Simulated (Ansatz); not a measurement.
**One crystal, many levels of theory: Ba2ClF3 (P-3m1)**

Aim: the gap of Ba2ClF3 (P-3m1) at several levels of theory on one structure, with the time that each takes.

Program: Ansatz 0.2.0. Level of theory: density functionals, hybrids and G0W0, plane waves, PAW. Results are calculated unless marked as measured.

### Step 1. The starting structure

Symmetry: P-3m1, No. 164, trigonal system. The conventional cell has a = 4.498 Å, b = 4.498 Å, c = 7.501 Å, α = 90.00°, β = 90.00°, γ = 120.00°. Nearest to Ba lie 7 F at 2.61 to 3.00 Å and 3 Cl at 3.43 Å. Nearest to Cl lie 6 Ba at 3.43 Å. F has 6 F at 2.87 Å and 6 Ba at 3.00 Å nearest. Nearest to F lie 4 Ba at 2.61 to 2.74 Å. Farther neighbours and most contacts between anions are not listed.

The cell and positions are those that the Materials Project relaxed with its own functionals (PBE, PBE+U or r2SCAN), kept fixed. At the settings of the band run the largest force is still 0.35 eV/Å. Spin-orbit coupling is left out unless a step names it. The default PAW set here is soft_2. Its files were made with PBE.

### Step 2. LDA on the 6×6×4 mesh

Levels along a band path and on the mesh show where this functional puts the band edges.

This step: DFT, LDA, plane waves, PAW.

File input.yaml:

```yaml
crystal:
  lattice:
    - [4.4976579259, 0.0, 0.0]
    - [-2.248828963, 3.8950860214, 0.0]
    - [0.0, 0.0, 7.500756]
  atoms:
    - { symbol: Ba, position: [0.66666667, 0.33333333, 0.201239] }
    - { symbol: Ba, position: [0.33333333, 0.66666667, 0.798761] }
    - { symbol: Cl, position: [0.0, 0.0, 0.5] }
    - { symbol: F, position: [0.0, 0.0, 0.0] }
    - { symbol: F, position: [0.66666667, 0.33333333, 0.835733] }
    - { symbol: F, position: [0.33333333, 0.66666667, 0.164267] }
kpoints:
  mp_grid: { grid: [6, 6, 4] }
  band_path:
    path:
      - [[0.0, 0.0, 0.0], [0.5, 0.0, 0.0], [0.33333333, 0.33333333, 0.0], [0.0, 0.0, 0.0], [0.0, 0.0, 0.5], [0.5, 0.0, 0.5], [0.33333333, 0.33333333, 0.5], [0.0, 0.0, 0.5]]
      - [[0.5, 0.0, 0.5], [0.5, 0.0, 0.0]]
      - [[0.33333333, 0.33333333, 0.5], [0.33333333, 0.33333333, 0.0]]
    npoints: 10
hamiltonian:
  xc: lda
scf:
  occupations: { method: fermi_dirac, width: 0.02 }
  n_extra_bands: 6
output:
  eigenvalues: true
  forces: true
  stress: true
  write_density: true
  write_potential: true
  elf: true
  volumetric_format: npy
```

Command:

```
ansatz run input.yaml --threads 8 --pin off --max-ram 18432MiB --backend cpu --events-out ev --progress --plain --runs-dir out
```

Numbers of over 12 decimals in the logs are rounded to 6 here.

What it wrote:

```text
scf.n_extra_bands = 6 over 24 filled bands (N_el = 48.0): the run solves 30 bands
Engine: ansatz 0.2.0, aarch64-unknown-linux-gnu
Pseudopotentials: kind: paw
Pseudopotential: Ba, paw, valence charge 10, recommended cutoff 420 eV (normal), Ba.paw.azcp
Pseudopotential: Cl, paw, valence charge 7, recommended cutoff 420 eV (normal), Cl.paw.azcp
Pseudopotential: F, paw, valence charge 7, recommended cutoff 420 eV (normal), F.paw.azcp
Functional definition: SPW92
  exchange = slater_x
  correlation = pw_c
Crystal: 6 atoms, lattice volume = 131.404 Å³
Basis set: ecut = 420 eV, 2575 PW (Γ)
Bands: 30, of which v1, the nominal top of the filled ones, is band 24 counted from 1 (23 counted from 0)
Symmetry: 12 space group operations
Space group: P-3m1 (ITA 164), of the structure as read, at distance tolerance 5.1e-5 Å
k-points: 24 of 144
Non-local potential: Ba, projectors of the file, l = 0: 3, l = 1: 2, l = 2: 2, l = 3: 2
Non-local potential: Cl, projectors of the file, l = 0: 2, l = 1: 2, l = 2: 2
Non-local potential: F, projectors of the file, l = 0: 2, l = 1: 2, l = 2: 1
PAW form: soft (Blöchl's): semilocal exchange-correlation on the pseudo side does not see the compensation charge
PAW frozen core: Ba, regenerated for the run's functional, and the local potential with it (the file was generated under x = pbe(κ = 0.804, μ = 0.219515), c = pbe(β = 0.066725))
PAW frozen core: Cl, regenerated for the run's functional, and the local potential with it (the file was generated under x = pbe(κ = 0.804, μ = 0.219515), c = pbe(β = 0.066725))
PAW frozen core: F, regenerated for the run's functional, and the local potential with it (the file was generated under x = pbe(κ = 0.804, μ = 0.219515), c = pbe(β = 0.066725))
PAW one-centre angular grid: Ba, 194 points (default); XC on 64 Gauss nodes
PAW one-centre angular grid: Cl, 110 points (default); XC on 64 Gauss nodes
PAW one-centre angular grid: F, 110 points (default); XC on 64 Gauss nodes
Initial density: superposition of atomic densities (neutral atoms: chi_scale 0, normalization atom), corrected by the library's trained network
Initial wavefunctions: pseudopotential atomic-orbital guess
Functional: x = slater, c = lda
SCF iter   1: F=—  HF=-14997.468410 eV  |F-HF|=—  |Δ(HF+E_count)|=         —  Δρ=1.34e-2  dr2=1.81e-1  ethr=1.77e-3  ⟨swp⟩=8.6  Hψ=4052  notcnv=0
preconditioner: auto → Resta (q_TF=auto, 2.307 Å⁻¹)  ε∞=3.5  [insulator: Δε(μ)=5.241 eV  Ē_g=13.705 eV  σ=0.020 eV  W_gap=1.00  n_scr=22 (ndim 8)  ℏωp=21.5 eV  f_vac=0.049  D(μ)=0.00/eV (n_scr^D=0)  ε∞_Penn≈3.5]
SCF iter   2: F=—  HF=-14997.418896 eV  |F-HF|=—  |Δ(HF+E_count)|=   4.95e-2  Δρ=4.46e-3  dr2=1.25e-2  ethr=3.77e-4  ⟨swp⟩=2.7  Hψ=1582  notcnv=0  defer=32
SCF iter   3: F=—  HF=-14997.415920 eV  |F-HF|=—  |Δ(HF+E_count)|=   2.98e-3  Δρ=1.71e-3  dr2=3.11e-3  ethr=2.61e-5  ⟨swp⟩=2.1  Hψ=1283  notcnv=0  defer=32
SCF iter   4: F=—  HF=-14997.415240 eV  |F-HF|=—  |Δ(HF+E_count)|=   6.80e-4  Δρ=5.80e-4  dr2=4.23e-4  ethr=6.48e-6  ⟨swp⟩=2.2  Hψ=1002  notcnv=0  defer=32
SCF iter   5: F=—  HF=-14997.415153 eV  |F-HF|=—  |Δ(HF+E_count)|=   8.70e-5  Δρ=2.30e-4  dr2=4.97e-5  ethr=8.81e-7  ⟨swp⟩=2.1  Hψ=1072  notcnv=0  defer=32
SCF iter   6: F=—  HF=-14997.415143 eV  |F-HF|=—  |Δ(HF+E_count)|=   9.73e-6  Δρ=4.96e-5  dr2=3.36e-6  ethr=1.04e-7  ⟨swp⟩=2.0  Hψ=1192  notcnv=0  defer=32
SCF iter   7: F=—  HF=-14997.415143 eV  |F-HF|=—  |Δ(HF+E_count)|=   4.80e-7  Δρ=1.33e-5  dr2=1.80e-7  ethr=6.99e-9  ⟨swp⟩=2.4  Hψ=1151  notcnv=0  defer=32
SCF iter   8: F=-14997.415143 eV  HF=-14997.415143 eV  |F-HF|=3.29e-9  |Δ(HF+E_count)|=   1.14e-8  Δρ=2.17e-6  dr2=6.75e-9  ethr=2.08e-10  ⟨swp⟩=14.0  Hψ=5879  notcnv=0
SCF 1 converged in 8 iterations: F = -14997.415143 eV  dr2 = 6.75e-9
[...]
NSCF: frozen V_eff on 93 k-points
SCF converged after 8 iterations
Free energy (F): -14997.415143 eV
Harris-Foulkes:  -14997.415143 eV  (|F-HF|=3.29e-9)
Internal energy: -14997.415143 eV  (E = F + TS)
E sigma→0 (E₀):  -14997.415143 eV
Fermi energy:    6.278865 eV
--- Per-component energies (eV) ---
  E_band       = -200.911150
  E_kinetic    = 1111.513673
  E_local      = -3046.023514  (includes V_loc(G=0)·N_el)
  E_nonlocal   = 376.409442
  E_hartree    = 1165.195809
  E_xc         = -674.992086
  E_vxc        = -697.734824  (∫ρ·V_xc dr)
  E_paw        = -11302.136047  (= ΣΔE_a)
  E_vpaw       = -275.469360  (= ΣTr[D̂ρ^β])
  E_aug_tail   = 0.006161  (compensation charges beyond the density's cutoff)
  E_ewald      = -2628.483858
  E_core_change = 1.095278  (= ΣΔE_core)
  E_smearing   = -0.000000  (= −TS)
  E_closure    = 0.000000  (closes the sum)
  Σ components = -14997.415143   (vs F -14997.415143, Δ=0.00e0)
--- Forces (eV/Å), atoms counted from 1 ---
  atom   1  Ba    -0.00000000    -0.00000000    -0.35024398
  atom   2  Ba     0.00000000     0.00000000     0.35024398
  atom   3  Cl     0.00000000    -0.00000000     0.00000000
  atom   4  F      0.00000000     0.00000000     0.00000000
  atom   5  F      0.00000000    -0.00000000     0.13437898
  atom   6  F     -0.00000000     0.00000000    -0.13437898
  max |Σ_I F_I| component: 4.63e-18 eV/Å
--- Stress (GPa, compression-positive) ---
       -6.559534       0.000000      -0.000000
        0.000000      -6.559534      -0.000000
       -0.000000      -0.000000      -5.304815
  P = ⅓ Tr σ = -6.1413 GPa (-61.413 kbar)
--- Band table (eV; the first three rows and the last of 24) ---
  k-point 0: bands = [... 20 lower, 3.1357, 3.5382, 3.5382, 3.5640, 8.9764, 10.4580, 10.6377, 10.6377, ... 2 higher]
  k-point 1: bands = [... 20 lower, 3.1957, 3.3616, 3.5024, 3.5024, 9.3023, 10.6463, 10.8643, 10.8643, ... 2 higher]
  k-point 2: bands = [... 20 lower, 3.2756, 3.2756, 3.4460, 3.4460, 9.7139, 11.0327, 11.3656, 11.4280, ... 2 higher]
  k-point 23: bands = [... 20 lower, 3.1493, 3.1493, 3.2205, 3.2205, 10.8190, 11.2369, 11.2639, 11.2639, ... 2 higher]
```

Run time: 8.1 s. Hardware: 8 threads of Arm Neoverse N1, shared host; peak memory 0.56 GiB; 32 s of CPU time.

This step gave:

| Quantity | Value |
| --- | --- |
| pressure | -6.141 GPa |
| filled bands | 24 |
| gap | 5.412 eV |
| valence top at | Γ |
| conduction bottom at | Γ |
| least direct gap | 5.412 eV |

Over mesh and path the gap is 5.412 eV, direct, at k = Γ. The pressure in this cell is -6 GPa; the cell is kept.

### Step 3. LDA+SOC on the 6×6×4 mesh

This run has two-component orbitals with spin-orbit coupling.

This step: DFT, LDA with spin-orbit coupling, plane waves, PAW.

input.yaml, the sections that differ from step 2:

```yaml
kpoints:
  mp_grid: { grid: [6, 6, 4] }
  band_path:
    path:
      - [0.0, 0.0, 0.0]
      - [0.5, 0.0, 0.0]
      - [0.33333333, 0.33333333, 0.0]
      - [0.0, 0.0, 0.5]
      - [0.5, 0.0, 0.5]
      - [0.33333333, 0.33333333, 0.5]
    npoints: 1
scf:
  occupations: { method: fixed }
  n_extra_bands: 12
magnetization:
  noncollinear: true
  spin_orbit: true
output:
  eigenvalues: true
  forces: true
  stress: true
# crystal, hamiltonian: as in step 2
```

What it wrote:

```text
[...]
non-collinear run that drives no moment, with spin-orbit: no starting moment large enough to seed its density (crystal.atoms[].spin), no starting occupations that ask for one, no magnetisation constraint and no magnetic field, so the semilocal B_xc is pinned to zero
Crystal: 6 atoms, lattice volume = 131.404 Å³
Basis set: ecut = 420 eV, 2575 PW (Γ)
Bands: 60, of which v1, the nominal top of the filled ones, is band 48 counted from 1 (47 counted from 0)
Symmetry: 12 space group operations + 12 with time reversal
[...]
k-points: 24 of 144
Projection manifold: j_resolved (fully-relativistic pseudo-atomic orbitals)
[...]
atom   2  Ba     0.00000000     0.00000000     0.34952238
  atom   3  Cl     0.00000000    -0.00000000     0.00000000
  atom   4  F     -0.00000000     0.00000000     0.00000000
  atom   5  F      0.00000000     0.00000000     0.13417365
  atom   6  F     -0.00000000    -0.00000000    -0.13417365
  max |Σ_I F_I| component: 2.31e-18 eV/Å
--- Stress (GPa, compression-positive) ---
       -6.563791       0.000000      -0.000000
        0.000000      -6.563791      -0.000000
       -0.000000      -0.000000      -5.303554
  P = ⅓ Tr σ = -6.1437 GPa (-61.437 kbar)
--- Band table (eV; the first three rows and the last of 24) ---
  k-point 0: bands = [... 44 lower, 3.5956, 3.5956, 3.6072, 3.6072, 8.9772, 8.9772, 10.4485, 10.4485, ... 8 higher]
  k-point 1: bands = [... 44 lower, 3.4845, 3.4845, 3.5573, 3.5573, 9.3017, 9.3017, 10.6411, 10.6411, ... 8 higher]
  k-point 2: bands = [... 44 lower, 3.4058, 3.4058, 3.4962, 3.4962, 9.7108, 9.7108, 11.0333, 11.0333, ... 8 higher]
  k-point 23: bands = [... 44 lower, 3.2170, 3.2170, 3.2325, 3.2325, 10.8205, 10.8205, 11.2339, 11.2339, ... 8 higher]
[key lines of the parts left out:]
SCF converged after 10 iterations
Magnetization: |M| = 0.0000 μB,  M = (+0.0000, +0.0000, +0.0000) μB
Free energy (F): -15006.608389 eV
Fermi energy:    3.607181 eV
```

Elapsed: 22 s, on 8 threads; peak memory 1.3 GiB.

This step gave:

```yaml
pressure: -6.144 GPa
gap: 5.370 eV
valence_top_at: Γ
conduction_bottom_at: Γ
least_direct_gap: 5.370 eV
```

Over mesh and listed points the gap is 5.370 eV, direct, at k = Γ. The pressure in this cell is -6 GPa; the cell is kept. LDA+SOC against LDA: 5.370 − 5.412 = −0.042 eV, with the same mesh, set of files (read in its fully relativistic form for the spin-orbit run) and cutoff, and both edges at the same k points. The spin-orbit run sees mesh and listed points alone, so its gap is an upper bound: the coupling can move an edge off these points, and the change over the zone, its sign included where it is small, is not known.

### Step 4. r2SCAN on the 6×6×4 mesh

r2SCAN is a meta-GGA: it depends on the kinetic-energy density as well as on the density and its gradient.

This step: DFT, r2SCAN, plane waves, PAW.

input.yaml: that of step 3 with these lines changed.

```diff
@@ -24,9 +24,6 @@
 hamiltonian:
-  xc: lda
+  xc: r2scan
 scf:
   occupations: { method: fixed }
-  n_extra_bands: 12
-magnetization:
-  noncollinear: true
-  spin_orbit: true
+  n_extra_bands: 6
 output:
@@ -35 +32,5 @@
   stress: true
+  write_density: true
+  write_potential: true
+  elf: true
+  volumetric_format: npy
```

What it wrote:

```text
[...]
Crystal: 6 atoms, lattice volume = 131.404 Å³
Basis set: ecut = 500 eV, 3369 PW (Γ), exchange–correlation on 144×144×240 points (64 copies of the dense FFT grid, shifted against one another)
Bands: 30, of which v1, the nominal top of the filled ones, is band 24 counted from 1 (23 counted from 0)
Symmetry: 12 space group operations
[...]
k-points: 24 of 144
[...]
k-point 0: bands = [... 20 lower, 3.0568, 3.4241, 3.4241, 3.4532, 9.8704, 11.3449, 11.3449, 11.3461, ... 2 higher]
  k-point 1: bands = [... 20 lower, 3.1208, 3.2694, 3.3836, 3.3836, 10.1580, 11.5466, 11.5735, 11.5735, ... 2 higher]
  k-point 2: bands = [... 20 lower, 3.2245, 3.2245, 3.3024, 3.3024, 10.5053, 11.9163, 12.1507, 12.1507, ... 2 higher]
  k-point 23: bands = [... 20 lower, 3.0228, 3.0228, 3.1683, 3.1683, 11.5739, 11.9761, 11.9761, 12.0518, ... 2 higher]
[key lines of the parts left out:]
SCF converged after 8 iterations
Free energy (F): -15456.158537 eV
Fermi energy:    3.453231 eV
P = ⅓ Tr σ = -2.3187 GPa (-23.187 kbar)
```

The job ended after 9 s (8 threads; peak memory 0.94 GiB).

This step gave:

```
pressure             : -2.319 GPa
gap                  : 6.417 eV
valence top at       : Γ
conduction bottom at : Γ
least direct gap     : 6.417 eV
```

Over mesh and listed points the gap is 6.417 eV, direct, at k = Γ. r2SCAN against LDA: 6.417 − 5.412 = +1.005 eV. The runs also differ in plane-wave cutoff (420 eV and 500 eV), so how much of this comes from the functional alone is not known.

### Step 5. HSE06 on the 6×6×2 mesh

HSE06 mixes in a quarter of exact exchange at short range.

This step: DFT, HSE06, plane waves, PAW.

input.yaml: that of step 4 with these lines changed.

```diff
@@ -13,3 +13,3 @@
 kpoints:
-  mp_grid: { grid: [6, 6, 4] }
+  mp_grid: { grid: [6, 6, 2] }
   band_path:
@@ -24,3 +24,3 @@
 hamiltonian:
-  xc: r2scan
+  xc: hse06
 scf:
@@ -30,7 +30 @@
   eigenvalues: true
-  forces: true
-  stress: true
-  write_density: true
-  write_potential: true
-  elf: true
-  volumetric_format: npy
```

What it wrote:

```text
[...]
davidson cushion auto → on  (no smearing: the cushion is to keep the highest requested band from converging to the state above it; pin scf.eigensolver.cushion to override)
Crystal: 6 atoms, lattice volume = 131.404 Å³
Basis set: ecut = 420 eV, 2575 PW (Γ)
Bands: 30, of which v1, the nominal top of the filled ones, is band 24 counted from 1 (23 counted from 0)
Symmetry: 12 space group operations
[...]
k-points: 14 of 72
[...]
Fermi energy:    2.735974 eV
[...]
--- Band table (eV; the first three rows and the last of 14) ---
  k-point 0: bands = [... 20 lower, 2.1450, 2.7294, 2.7360, 2.7360, 10.0098, 11.5676, 11.6368, 11.6368, ... 2 higher]
  k-point 1: bands = [... 20 lower, 2.2137, 2.3235, 2.7054, 2.7054, 10.6887, 12.1364, 12.5066, 12.5066, ... 2 higher]
  k-point 2: bands = [... 20 lower, 2.1094, 2.4997, 2.6820, 2.6828, 10.4638, 11.8209, 11.8420, 11.9251, ... 2 higher]
  k-point 13: bands = [... 20 lower, 2.1498, 2.3321, 2.3955, 2.3955, 11.8936, 12.2873, 12.2873, 12.2912, ... 2 higher]
[key lines of the parts left out:]
Free energy (F): -15426.581245 eV
```

Wall time 1.8 min (8 threads); peak memory 2.8 GiB; 7.3 min of CPU time.

This step gave:

| Item | Value |
| --- | --- |
| gap | 7.274 eV |
| valence top at | Γ |
| conduction bottom at | Γ |
| least direct gap | 7.274 eV |
| exact-exchange fraction | 0.25 |

Over mesh and listed points the gap is 7.274 eV, direct, at k = Γ. HSE06 against LDA: 7.274 − 5.412 = +1.862 eV. The runs also differ in mesh (6×6×4 and 6×6×2), so how much of this comes from the functional alone is not known.

### Step 6. PBE0 on the 6×6×2 mesh

PBE0 mixes in a quarter of exact exchange at all distances.

This step: DFT, PBE0, plane waves, PAW.

input.yaml: that of step 5 with these lines changed.

```diff
@@ -24,3 +24,3 @@
 hamiltonian:
-  xc: hse06
+  xc: pbe0
 scf:
```

What it wrote:

```text
[...]
Crystal: 6 atoms, lattice volume = 131.404 Å³
Basis set: ecut = 420 eV, 2575 PW (Γ)
Bands: 30, of which v1, the nominal top of the filled ones, is band 24 counted from 1 (23 counted from 0)
Symmetry: 12 space group operations
[...]
k-points: 14 of 72
[...]
SCF iter   1: F=—  HF=-15416.515765 eV  |F-HF|=—  |Δ(HF+E_count)|=         —  Δρ=9.65e-4  dr2=1.79e-3  ethr=1.77e-3  ⟨swp⟩=2.3  Hψ=3459  notcnv=0
[...]
Fermi energy:    2.334506 eV
[...]
--- Band table (eV; the first three rows and the last of 14) ---
  k-point 0: bands = [... 20 lower, 1.7288, 2.3253, 2.3345, 2.3345, 10.3510, 11.9158, 12.0016, 12.0016, ... 2 higher]
  k-point 1: bands = [... 20 lower, 1.7979, 1.9135, 2.3039, 2.3039, 11.0395, 12.4934, 12.8769, 12.8769, ... 2 higher]
  k-point 2: bands = [... 20 lower, 1.6924, 2.0936, 2.2782, 2.2794, 10.8118, 12.1845, 12.2091, 12.2798, ... 2 higher]
  k-point 13: bands = [... 20 lower, 1.7329, 1.9239, 1.9876, 1.9876, 12.2579, 12.6537, 12.6583, 12.6583, ... 2 higher]
[key lines of the parts left out:]
Free energy (F): -15425.064840 eV
```

The job ended after 61 s (8 threads; peak memory 2.8 GiB).

Numbers from this step:

```
gap                     : 8.016 eV
valence top at          : Γ
conduction bottom at    : Γ
least direct gap        : 8.016 eV
exact-exchange fraction : 0.25
```

Over mesh and listed points the gap is 8.016 eV, direct, at k = Γ. PBE0 against HSE06: 8.016 − 7.274 = +0.742 eV, with the same mesh, files and cutoff, and both edges at the same k points.

### Step 7. G0W0@LDA, 6×6×2 mesh, 344 empty bands, screening to 110 eV

G0W0 replaces the xc potential by a self-energy built once from the orbitals of the start. Levels are corrected in the window of bands that the input names, at points of the mesh.

This step: G0W0 on LDA, plane waves, PAW.

input.yaml: that of step 6 with these lines changed.

```diff
@@ -14,17 +14,11 @@
   mp_grid: { grid: [6, 6, 2] }
-  band_path:
-    path:
-      - [0.0, 0.0, 0.0]
-      - [0.5, 0.0, 0.0]
-      - [0.33333333, 0.33333333, 0.0]
-      - [0.0, 0.0, 0.5]
-      - [0.5, 0.0, 0.5]
-      - [0.33333333, 0.33333333, 0.5]
-    npoints: 1
 hamiltonian:
-  xc: pbe0
+  xc: lda
 scf:
   occupations: { method: fixed }
-  n_extra_bands: 6
-output:
-  eigenvalues: true
+gw:
+  n_empty_bands: 344
+  ecut_chi: 110.0
+  qp_bands: [v2, c2]
+  qp_kpoints: band_edges
+  screening: { model: contour_deformation }
```

What it wrote:

```text
[...]
Crystal: 6 atoms, lattice volume = 131.404 Å³
Basis set: ecut = 420 eV, 2575 PW (Γ)
Bands: 30, of which v1, the nominal top of the filled ones, is band 24 counted from 1 (23 counted from 0)
Symmetry: 12 space group operations
[...]
k-points: 14 of 72
[...]
1    26     11.0328    -7.9075    -3.6360   -13.1426  0.8450    12.6521    12.6318  root
[...]
13    23      3.2207   -30.5108     5.8524   -23.1413  0.7593     1.6704     1.7036  root
    13    24      3.2207   -30.5108     5.8524   -23.1413  0.7593     1.6704     1.7036  root
    13    25     10.8190    -7.1400    -3.9238   -12.7128  0.8485    12.4904    12.4680  root
    13    26     11.2370    -6.8080    -3.8656   -12.2354  0.8454    12.8197    12.7988  root
[key lines of the parts left out:]
SCF converged after 8 iterations
Free energy (F): -14997.414810 eV
Fermi energy:    3.564318 eV
```

Elapsed: 6.6 min, on 8 threads; peak memory 2.2 GiB.

This step gave:

```
bands summed                                    : 368
RPA ε∞ on this mesh (eigenvalues)               : 2.623, 2.679, 2.679
plane waves in the screening matrix             : 337
G0W0 gap over the corrected points              : 8.110 eV
k of the valence top                            : 0, 0, 0
k of the conduction bottom                      : 0, 0, 0
starting gap on the mesh                        : 5.412 eV
Z at the valence top                            : 0.7788
Z at the conduction bottom                      : 0.8607
least direct G0W0 gap over the corrected points : 8.110 eV
```

Over all 14 irreducible mesh points the G0W0 gap is 8.110 eV, direct, at k = Γ. The LDA gap of this run on the mesh is 5.412 eV. The two states that bound the G0W0 gap lie that far apart at the start, so the correction of the gap is 8.110 − 5.412 = +2.698 eV.

[end of part 1 of 2]

[Paths, hosts, dates, memory and timing lines, banners, echoed tables and standing remarks are left out of the program output.]

[Logs are printed without paths, hosts, clocks, repeated set-up lines and the standing remarks that a program may print on its own settings, such as how far it seeks lower states.]

[Runs of the session that timed out or met a known fault of the program may be left out.]

[Cells called generated may have been cut or substituted from an entry of the Crystallography Open Database or the Materials Project.]

[Hosts, paths, dates, database ids (printed as entryN), source tags and the programs' standing remarks are cut or masked in the printed files.]

[Where an RPA ε∞ is given, it is that of the G0W0 mesh and is not shown converged in it. Names of k-points follow the symmetry that the program found, which can be lower than the space group named. Band edges on a path are those of the sampled points; other points can move an edge, and change direct to indirect where valleys lie close.]

[Hybrid gaps are those of their k-mesh and are not shown converged in it.]
